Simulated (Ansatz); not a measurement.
# Phonons of Ca3PbO (Pm-3m) against volume, part 2 of 2

Aim: how the phonons of Ca3PbO (Pm-3m) shift with volume, and the thermal expansion that follows.

Ansatz 0.2.0; DFT PBEsol, scalar-relativistic, plane waves, PAW; PAW set soft_1.

So far, highest frequency on path, mesh or solved points (cm⁻¹): step 2 (phonons on a q mesh) 381; step 4 (phonons at the other volume, volume ratio 0.97) 395.

## 5. Relaxing at another volume, volume ratio 1.03

The volume is scaled by 1.03 and held; symmetry leaves nothing to relax, so this is a single point. The modes can then be followed against volume.

Input file input.yaml:

```yaml
crystal:
  lattice:
    - [4.8466496881, 0.0, 0.0]
    - [0.0, 4.8466496881, 0.0]
    - [0.0, 0.0, 4.8466496881]
  atoms:
    - { symbol: Ca, position: [0.0, 0.5, 0.5] }
    - { symbol: Ca, position: [0.5, 0.0, 0.5] }
    - { symbol: Ca, position: [0.5, 0.5, 0.0] }
    - { symbol: Pb, position: [0.0, 0.0, 0.0] }
    - { symbol: O, position: [0.5, 0.5, 0.5] }
kpoints:
  mp_grid: { grid: [8, 8, 8] }
hamiltonian:
  xc: pbesol
  pseudopotentials: { kind: paw, azcp: { folder: soft_1 }, xc_functional: pbe }
scf:
  occupations: { method: methfessel_paxton, width: 0.2 }
output:
  forces: true
  stress: true
  eigenvalues: true
```

Run with:

```
$ ansatz run input.yaml --threads 4 --pin off --max-ram 10240MiB --backend cpu --events-out ev --progress --plain --runs-dir out
```

Output:

```text
[...]
Crystal: 5 atoms, lattice volume = 113.848 Å³
Basis set: ecut = 420 eV, 2205 PW (Γ), exchange–correlation on 72×72×72 points (8 copies of the dense FFT grid, shifted against one another)
Bands: 30, of which v1, the nominal top of the filled ones, is band 25 counted from 1 (24 counted from 0)
Symmetry: 48 space group operations
[...]
k-points: 35 of 512
[...]
k-point 0: bands = [... 21 lower, 5.4946, 9.6653, 9.6653, 9.7749, 9.7749, 9.7749, 10.3977, 10.3977, ... 1 higher]
  k-point 1: bands = [... 21 lower, 5.4798, 8.5796, 9.4787, 9.4787, 9.7774, 10.2026, 10.4412, 10.7960, ... 1 higher]
  k-point 2: bands = [... 21 lower, 5.4448, 7.4631, 9.1159, 9.1159, 10.0913, 10.5588, 10.5984, 11.4555, ... 1 higher]
  k-point 34: bands = [... 21 lower, 4.3354, 8.0232, 8.0232, 8.0232, 10.6711, 10.6711, 10.6711, 12.2103, ... 1 higher]
[key lines of the parts left out:]
SCF converged after 10 iterations
Free energy (F): -17704.798240 eV
Fermi energy:    9.694122 eV
P = ⅓ Tr σ = -1.5783 GPa (-15.783 kbar)
```

The job ended after 2.6 s (4 threads of Arm Neoverse V1, shared host; peak memory 0.45 GiB).

This step gave:

- pressure: -1.578 GPa
- volume per atom: 22.77 Å³

The run ends at a pressure of -1.58 GPa.

## 6. Phonons at the other volume, volume ratio 1.03

The phonons are repeated at this volume on the same meshes, so that differences come from the volume alone.

input.yaml, as its differences from that of step 5:

```diff
@@ -19,4 +19,11 @@
 output:
-  forces: true
-  stress: true
   eigenvalues: true
+phonons:
+  method: dfpt
+  qmesh: [2, 2, 2]
+  temperatures: { t_max: 1000, t_step: 50 }
+  qpath:
+    path:
+      - [[0.0, 0.0, 0.0], [0.0, 0.5, 0.0], [0.5, 0.5, 0.0], [0.0, 0.0, 0.0], [0.5, 0.5, 0.5], [0.0, 0.5, 0.0]]
+      - [[0.5, 0.5, 0.5], [0.5, 0.5, 0.0]]
+    npoints: 10
```

Output:

```text
[...]
Crystal: 5 atoms, lattice volume = 113.848 Å³
Basis set: ecut = 420 eV, 2205 PW (Γ), exchange–correlation on 72×72×72 points (8 copies of the dense FFT grid, shifted against one another)
Bands: 30, of which v1, the nominal top of the filled ones, is band 25 counted from 1 (24 counted from 0)
Symmetry: 48 space group operations
k-points: 35 of 512
[...]
k-point 34: bands = [... 21 lower, 4.3354, 8.0232, 8.0232, 8.0232, 10.6711, 10.6711, 10.6711, 12.2104, ... 6 higher]
[...]
ASR residual: 1.112e-4 → 0.000e0 eV/Å²; symmetrization residual: 6.808e-6 eV/Å²
  ASR residual per site (eV/Å²): 1.01e-4 1.01e-4 1.01e-4 2.62e-5 1.11e-4
[...]
--- Phonons (arbitrary-q DFPT): 4 irreducible q on the 2×2×2 mesh ---
[...]
interpolated dispersion: 62 rows × 15 modes
[...]
[key lines of the parts left out:]
SCF converged after 13 iterations
Free energy (F): -17704.798240 eV
Fermi energy:    9.694125 eV
```

Elapsed: 4.6 min, on 4 threads; peak memory 1.5 GiB; 18 min of CPU time.

Read from the output:

```
sum-rule residual before enforcement                    : 1.11e-4 eV/Å²
highest frequency on path, mesh or solved points        : 368.5 cm⁻¹
mean frequency                                          : 172.3 cm⁻¹
Debye temperature (second moment)                       : 358 K
logarithmic mean frequency                              : 149.1 cm⁻¹
highest optical mode at the zone centre (no LO-TO term) : 269.8 cm⁻¹
lowest optical zone-centre mode                         : 96.67 cm⁻¹
lowest mode on the q mesh (acoustic modes at Γ apart)   : 63.37 cm⁻¹
zero-point energy per atom                              : 32.04 meV
heat capacity at 300 K                                  : 23.29 J/(mol atoms K)
vibrational entropy at 300 K                            : 34.17 J/(mol atoms K)
```

The highest optical mode at the zone centre (no LO-TO term) is 269.8 cm⁻¹, -13.3 cm⁻¹ against the base run.

## 7. Grüneisen parameters

The Grüneisen parameter of a mode is minus the logarithmic change of its frequency with volume, −d ln ω / d ln V; weighted by heat capacity it gives the expansion.

This step gave:

| Item | Value |
| --- | --- |
| bulk modulus | 57.1 GPa |

The phonon branches at the labelled points (cm⁻¹):

```csv
point,branch 1,branch 2,branch 3,branch 4,branch 12,branch 13,branch 14,branch 15
Γ,0,0,0,103,244,283,283,283
halfway,48,48,64,110,241,284,284,336
X,66,66,81,114,231,285,285,381
halfway,68,68,74,105,273,280,307,356
M,70,72,72,78,277,294,328,328
halfway,51,60,73,113,265,282,321,323
Γ,0,0,0,103,244,283,283,283
halfway,62,62,74,109,284,314,314,316
R,73,73,73,74,326,336,336,336
halfway,69,71,74,96,292,306,310,344
X,66,66,81,114,231,285,285,381
jump to R,73,73,73,74,326,336,336,336
halfway,72,74,74,76,302,316,332,332
M,70,72,72,78,277,294,328,328
```

The same for volume x 0.97:

```csv
point,branch 1,branch 2,branch 3,branch 4,branch 12,branch 13,branch 14,branch 15
Γ,0,0,0,109,255,302,302,302
X,69,69,85,118,245,306,306,395
M,74,76,76,83,301,307,346,346
Γ,0,0,0,109,255,302,302,302
R,77,77,77,77,340,354,354,354
X,69,69,85,118,245,306,306,395
R,77,77,77,77,340,354,354,354
M,74,76,76,83,301,307,346,346
```

The same for volume x 1.03:

```csv
point,branch 1,branch 2,branch 3,branch 4,branch 12,branch 13,branch 14,branch 15
Γ,0,0,0,97,226,270,270,270
X,63,63,78,109,218,268,268,368
M,66,69,69,74,254,282,310,310
Γ,0,0,0,97,226,270,270,270
R,69,69,69,72,313,318,318,318
X,63,63,78,109,218,268,268,368
R,69,69,69,72,313,318,318,318
M,66,69,69,74,254,282,310,310
```

Mode Grueneisen parameter -dln(w)/dln(V), modes matched by rank; at Γ the acoustic branches take the value of a neighbouring point of the path. The mode Grüneisen parameters at the labelled points ():

```csv
point,branch 1,branch 2,branch 3,branch 4,branch 12,branch 13,branch 14,branch 15
Γ,0.90,0.90,1.85,1.95,2.01,1.90,1.90,1.90
halfway,1.03,1.03,1.65,1.72,2.06,2.05,2.05,1.39
X,1.39,1.39,1.46,1.41,1.90,2.18,2.18,1.16
halfway,1.51,1.59,1.48,1.68,1.41,2.45,2.00,1.40
M,1.78,1.43,1.43,2.04,2.82,1.38,1.81,1.81
halfway,2.00,1.31,1.51,1.85,1.65,2.29,1.63,1.60
Γ,2.39,0.85,1.28,1.95,2.01,1.90,1.90,1.90
halfway,1.51,1.51,1.66,1.85,1.29,1.80,1.80,1.88
R,1.78,1.78,1.78,1.25,1.34,1.75,1.75,1.75
halfway,1.64,1.31,1.41,1.60,1.05,2.03,2.23,1.57
X,1.39,1.39,1.46,1.41,1.90,2.18,2.18,1.16
jump to R,1.78,1.78,1.78,1.25,1.34,1.75,1.75,1.75
halfway,1.52,1.34,1.34,1.91,1.61,1.78,1.78,1.78
M,1.78,1.43,1.43,2.04,2.82,1.38,1.81,1.81
```

(dS/dlnV)/C_V. Table of thermodynamic Grueneisen parameter by temperature:

```csv
temperature (K),thermodynamic Grueneisen parameter
50,1.55
100,1.56
150,1.57
200,1.58
250,1.58
300,1.59
350,1.59
400,1.59
450,1.59
500,1.59
550,1.59
600,1.59
650,1.59
700,1.59
750,1.59
800,1.59
850,1.59
900,1.59
950,1.59
1000,1.59
```

Gamma C_V/(B V) at the static volume. The volume expansion by temperature:

```csv
temperature (K),volume expansion (1e-6/K)
50,14.5
100,30.6
150,39.5
200,44.1
250,46.7
300,48.3
350,49.2
400,49.9
450,50.4
500,50.7
550,51.0
600,51.2
650,51.3
700,51.4
750,51.5
800,51.6
850,51.6
900,51.7
950,51.8
1000,51.8
```

## 8. Summary of results

```yaml
bulk_modulus: 57.1 GPa
thermodynamic_grueneisen_parameter_at_300_k: 1.586
volume_expansion_at_300_k_estimated: 48.26 × 10⁻⁶ K⁻¹
```

What this shows: By this estimate the volume grows by 48.3 × 10⁻⁶ per kelvin at 300 K. The highest optical mode at Γ goes from 302 to 270 cm⁻¹ as the cell grows, a Grüneisen parameter of 1.90. Mode parameters on the path run from 0.74 to 3.2, with a median of 1.6. Branches are matched by rank, so values near crossings are rough. The expansion is the Grüneisen estimate at the static volume, with the static bulk modulus. With no gap, or one that is small against the smearing, the frequencies hang on the k mesh and the smearing, most of all near Kohn anomalies. Spin-orbit coupling is left out, which can matter for the heavy elements here. The PAW files were made for PBE and serve the other functionals too.

[Long decimals in the printed logs are rounded to 6 places.]

[Logs are printed without paths, hosts, clocks, repeated set-up lines and the standing remarks that a program may print on its own settings, such as how far it seeks lower states.]

[Hosts, paths, dates, database ids (printed as entryN), source tags and the programs' standing remarks are cut or masked in the printed files.]

[Where the starting crystal was built by hand or by swapping elements, it need not be the compound's stable phase.]
